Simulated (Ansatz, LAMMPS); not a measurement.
# Electronic structure of Al48Fe52 (at. %) with crystalline order left by the classical run (94 atoms), part 2 of 2

Aim: energy, forces and density of states of Al48Fe52 (at. %) with crystalline order left by the classical run (94 atoms) at a fixed geometry.

Ansatz 0.2.0; Kohn-Sham DFT, PBEsol, PAW (set soft_2), plane waves.

The cell: 45 Al and 49 Fe. The quench rate of 30 K/ps is orders of magnitude faster than experiment. The network of bonds at the start is that of the classical potential that made the cell.

So far: The starting structure; The classical run that made the cell; Plane-wave single point.

### 3. Plane-wave single point (continued)

Neighbours are counted within 3.46 Å (Fe-Fe), 3.52 Å (Fe-Al), 3.52 Å (Al-Al).

Length of the force by element and coordination:

```tsv
element	coordination	atoms	mean length of the force (eV/Å)	spread	least	most
Al	all	45	0.885	0.458	0.259	2.38
Al	12	3	0.908	0.208	0.710	1.20
Al	13	13	1.03	0.608	0.423	2.38
Al	14	21	0.836	0.389	0.259	1.78
Al	15	7	0.788	0.340	0.314	1.18
Al	16	1	0.583	0	0.583	0.583
Fe	all	49	0.754	0.346	0.164	1.86
Fe	12	16	0.800	0.401	0.209	1.67
Fe	13	21	0.734	0.340	0.234	1.86
Fe	14	11	0.740	0.271	0.164	1.20
Fe	15	1	0.596	0	0.596	0.596
```

Magnetic moments by element and coordination:

```tsv
element	coordination	atoms	mean moment (μB)	spread	least	most
Al	all	45	-0.0382	0.0092	-0.0544	-0.0166
Al	12	3	-0.027	0.0077	-0.035	-0.0166
Al	13	13	-0.0414	0.0087	-0.0544	-0.0278
Al	14	21	-0.0377	0.0093	-0.0537	-0.0182
Al	15	7	-0.0381	0.0067	-0.0485	-0.0255
Al	16	1	-0.0425	0	-0.0425	-0.0425
Fe	all	49	1.83	0.279	0.806	2.37
Fe	12	16	1.70	0.314	0.806	2.12
Fe	13	21	1.85	0.201	1.32	2.18
Fe	14	11	1.94	0.280	1.37	2.37
Fe	15	1	2.17	0	2.17	2.17
```

States in the cell by windows of 1 eV, zero at the Fermi level; the larger projections on atomic orbitals stand beside the total:

```tsv
from (eV)	to (eV)	total up	total down	Fe d	Al p	Al s	Fe s
-10	-9	4.4	4.4	0.1	2.8	3.7	2.1
-9	-8	5.6	5.5	0.3	4.5	4.0	2.2
-8	-7	8.6	8.2	0.9	7.5	5.4	2.7
-7	-6	9.7	8.7	2.0	8.2	5.2	2.6
-6	-5	14.4	11.3	5.6	10.6	5.9	3.2
-5	-4	24.5	14.8	16.2	13.5	4.5	4.6
-4	-3	52.5	21.5	49.2	16.3	3.2	4.2
-3	-2	68.4	37.0	81.7	15.8	2.5	3.4
-2	-1	75.2	57.7	113.1	12.3	2.1	2.5
-1	0	43.0	50.3	76.8	10.1	2.0	1.9
0	1	19.2	59.1	61.4	9.9	2.4	2.0
1	2	14.1	45.0	40.9	10.2	3.3	2.3
2	3	15.5	19.7	12.7	11.3	5.1	3.1
3	4	16.9	18.2	7.7	12.3	6.4	4.2
```

The curve was stored every 0.100 eV, coarse against its broadening of 0.08 eV, so these counts are rough.

Between -26 and -10 eV lie 3 more states.

The stored curve holds about 529 of the 919 electrons; the rest, give or take the few that broadening carries across the Fermi level, lie in deeper levels below its range.

The levels nearest the highest filled one (over half full), pooled over k-points and spins:

```tsv
level less the highest filled one (eV)	occupation
-0.0065	0.517
-0.0063	0.516
-0.0058	0.515
-0.0038	0.51
-3.0e-4	0.501
0	0.5
3.0e-4	0.5
0.0017	0.496
0.0034	0.492
0.004	0.49
0.0063	0.485
0.0075	0.482
```

Spin density in the ac plane at fractional y = 0.534, with atoms of Al and Fe within 0.2 Å of it.

Ten even steps from '_' (0.0 e/Å³) to '@' (3.4 e/Å³), each cell a mean:
```
______________________________________________--##==________
______________________________________________::**--________
________________________________________________..__________
____________________________________________________________
____________________________________________________________
____________________________________________________________
____________________________________....____________________
__________________________________..++%%::__________________
______________________....________..==##::__________________
____________________::####::__________..____________________
____________________::**++..________________________________
____________________________________________________________
____________________________________________________________
____________________________________________________________
..______________________________________________________..::
==____________________________________________________..++@@
::______________________________________________________::==
____________________________________________....____________
__________________________________________..==**::__________
__________________________________________..==**::__________
____________________________________________________________
____________________________________________________________
____________________________________________________________
________________________________________________....________
```
Columns run along a (10.6 Å), rows up along c (10.6 Å). Atoms in or near the plane, at fractional coordinates: Al at (0.24, 0.77), Al at (0.77, 0.45), Al at (0.36, 0.35), Al at (0.87, 0.73), Al at (0.58, 0.03), Al at (0.04, 0.95), Fe at (0.63, 0.66), Fe at (0.77, 0.20), Fe at (0.39, 0.58), Fe at (0.97, 0.34), Fe at (0.81, 0.95).

Valence density in the ac plane at fractional y = 0.534, with atoms of Al and Fe within 0.2 Å of it. It is the smooth field of the valence electrons, not physical close to the nuclei.

Ten steps, logarithmic in the rise over the least value, from '0' (0 e/Å³) to '9' (23 e/Å³), each cell a mean:
```
000111111011111100011147985211
000011111111111111000137985211
000111111111111110000013542111
111111111111111110000001111111
111111000111110011000001111111
111111000011111111111111000011
111111000111111113564211000011
000111111111111125897411000011
000011111246631125897311000000
000000111379962112454210000000
110000111269962111111111111111
111000111135531111111100011111
111111100111111111111000011111
211111100111111111111000011122
531111111000011111100000111367
841111111000011111000011111589
631111111000011111100111111378
211111111111111111111356421133
111100111111000111112589731111
111000011111000111112589731111
111000011111000011111245310000
011100111111000000111111110000
011111111111000000001111111000
001111111111101000001124552111
```
Columns run along a (10.6 Å), rows up along c (10.6 Å). Atoms in or near the plane, at fractional coordinates: Al at (0.24, 0.77), Al at (0.77, 0.45), Al at (0.36, 0.35), Al at (0.87, 0.73), Al at (0.58, 0.03), Al at (0.04, 0.95), Fe at (0.63, 0.66), Fe at (0.77, 0.20), Fe at (0.39, 0.58), Fe at (0.97, 0.34), Fe at (0.81, 0.95).

The cell holds a total moment of 87.4 μB; no search proves this magnetic order the lowest. Within 0.4 eV of the Fermi level the largest share is Fe d (82 % of the projected weight).

### 4. Local order

Bonds and neighbours are counted at the geometry of the runs.

Density 5.46 g/cm³, 12.79 Å³ an atom.

Pair distribution functions g(r), in bins of 0.1 Å:

```tsv
r (Å)	total	Fe-Fe	Fe-Al	Al-Al
2.15	0.00	0.00	0.00	0.00
2.25	0.25	0.32	0.34	0.00
2.35	1.28	2.01	1.39	0.17
2.45	3.45	4.13	4.17	1.09
2.55	4.16	3.29	5.08	3.17
2.65	3.00	1.71	4.03	2.30
2.75	2.90	2.84	2.31	4.25
2.85	1.12	0.98	1.02	1.52
2.95	0.97	1.01	0.50	1.96
3.05	0.68	0.69	0.52	1.02
3.15	0.33	0.32	0.31	0.38
3.25	0.43	0.15	0.33	0.99
3.35	0.25	0.14	0.15	0.59
3.45	0.17	0.00	0.26	0.16
3.55	0.14	0.13	0.10	0.23
3.65	0.28	0.30	0.26	0.29
3.75	0.38	0.56	0.34	0.27
3.85	0.44	0.70	0.32	0.38
3.95	0.83	0.72	1.11	0.36
4.05	1.17	1.46	1.08	1.04
4.15	1.27	1.90	1.21	0.66
4.25	1.52	1.50	1.58	1.42
4.35	1.48	1.05	1.61	1.69
4.45	1.42	1.01	1.69	1.33
4.55	1.32	1.16	1.42	1.28
4.65	1.32	0.85	1.45	1.62
4.75	1.19	1.42	1.06	1.21
4.85	1.25	1.63	1.16	1.00
4.95	1.25	1.20	1.22	1.35
5.05	1.25	1.41	1.24	1.08
5.15	1.12	1.35	0.92	1.28
5.25	1.06	0.87	1.13	1.13
```

Bonds by pair of elements; cutoffs follow the first minimum of g(r), held within bounds set by covalent radii, and pairs that aren't listed don't count as bonded:

```tsv
pair A-B	cutoff (Å)	bonds	mean length (Å)	spread (Å)	shortest (Å)	B about A	A about B
Fe-Fe	3.46	153	2.66	0.237	2.24	6.25	6.25
Fe-Al	3.52	328	2.67	0.248	2.27	6.69	7.29
Al-Al	3.52	146	2.83	0.251	2.37	6.49	6.49
```

How many atoms have how many bonded neighbours:

```tsv
element	mean	12	13	14	15	16
Al	13.8	3	13	21	7	1
Fe	12.9	16	21	11	1	0
```

Bond length by coordination (bonds to H left out):

```tsv
element	coordination	atoms	mean bond length (Å)
Al	12	3	2.64
Al	13	13	2.69
Al	14	21	2.76
Al	15	7	2.82
Al	16	1	2.9
Fe	12	16	2.59
Fe	13	21	2.68
Fe	14	11	2.72
Fe	15	1	2.80
```

Counting bonds as in the table, 47 % of Al atoms have 14 and 43 % of Fe atoms have 13 bonded neighbours.

The surroundings of Fe71, which has 14 bonded neighbours where the commonest count for Fe is 13, nearest first, numbered as they follow in the input and with coordinates relative to it.

```tsv
atom	x	y	z	distance (Å)	bonds	moment (μB)	Fx	Fy	Fz (eV/Å)
Fe71	0.00	0.00	0.00	0.00	14	2.27	-0.46	-0.22	0.16
Fe91	-0.31	-0.57	-2.34	2.42	13	1.96	0.00	1.00	-0.08
Al38	2.08	1.36	0.32	2.50	13	-0.05	1.11	-2.00	-0.68
Fe86	2.08	-1.48	0.15	2.56	13	2.14	-0.09	0.05	0.28
Al14	0.19	1.06	2.33	2.56	14	-0.04	-0.83	-0.01	-0.67
Fe61	-0.40	-2.49	-0.50	2.57	13	1.87	-0.32	0.67	0.46
Fe57	-1.50	1.66	-1.35	2.61	12	2.12	0.50	-0.06	-0.02
Fe46	0.27	-1.65	2.08	2.67	13	1.32	0.26	-0.42	-0.75
Al20	-2.05	-1.26	1.28	2.72	14	-0.02	1.43	-1.00	0.32
Al44	-2.45	-0.64	-1.05	2.74	14	-0.04	0.68	0.07	0.38
Fe90	-0.09	2.72	0.35	2.74	15	2.17	-0.50	0.25	-0.20
Al34	1.03	1.66	-2.02	2.81	14	-0.05	-0.51	-0.08	0.22
Fe59	-2.15	1.60	1.02	2.87	13	1.99	0.68	-0.15	-0.18
Fe70	2.28	-0.27	2.22	3.20	14	1.92	-0.71	-0.27	0.35
Al43	1.52	-2.12	-2.09	3.34	13	-0.05	0.55	0.35	-0.40
```

The column of bonds counts only the pairs Fe-Fe within 3.46 Å, Fe-Al within 3.52 Å, Al-Al within 3.52 Å; other neighbours, such as metal atoms beside each other in a compound, aren't counted, and periodic images can show an atom twice.

### 5. Outcome

```yaml
free_energy_per_atom: -2570.2672 eV/atom
pressure: -1.361 GPa
r_m_s_force_component: 0.5274 eV/Å
wall_time_of_the_1_dft_run: 13 min
```

511 levels are partly filled, by over 2 % (on the run's k-points), as in a metal. The cell holds a total moment of 87.4 μB; no search proves this magnetic order the lowest. Counting bonds as in the table, 47 % of Al atoms have 14 and 43 % of Fe atoms have 13 bonded neighbours.

**Limits.** The force components of 0.53 eV/Å r.m.s. reflect the temperature of the frame as well as the gap between the generating potential and DFT. The run was spin polarised, started with 49 parallel moments, ending at 87.4 μB in the cell; that starting order needn't be the real material's, and it bears on forces, charges and levels. The pressure of a single frame lacks the kinetic term.

[Logs are printed without paths, hosts, clocks, repeated set-up lines and the standing remarks that a program may print on its own settings, such as how far it seeks lower states.]

[Hosts, paths, dates, database ids (printed as entryN), source tags and the programs' standing remarks are cut or masked in the printed files.]
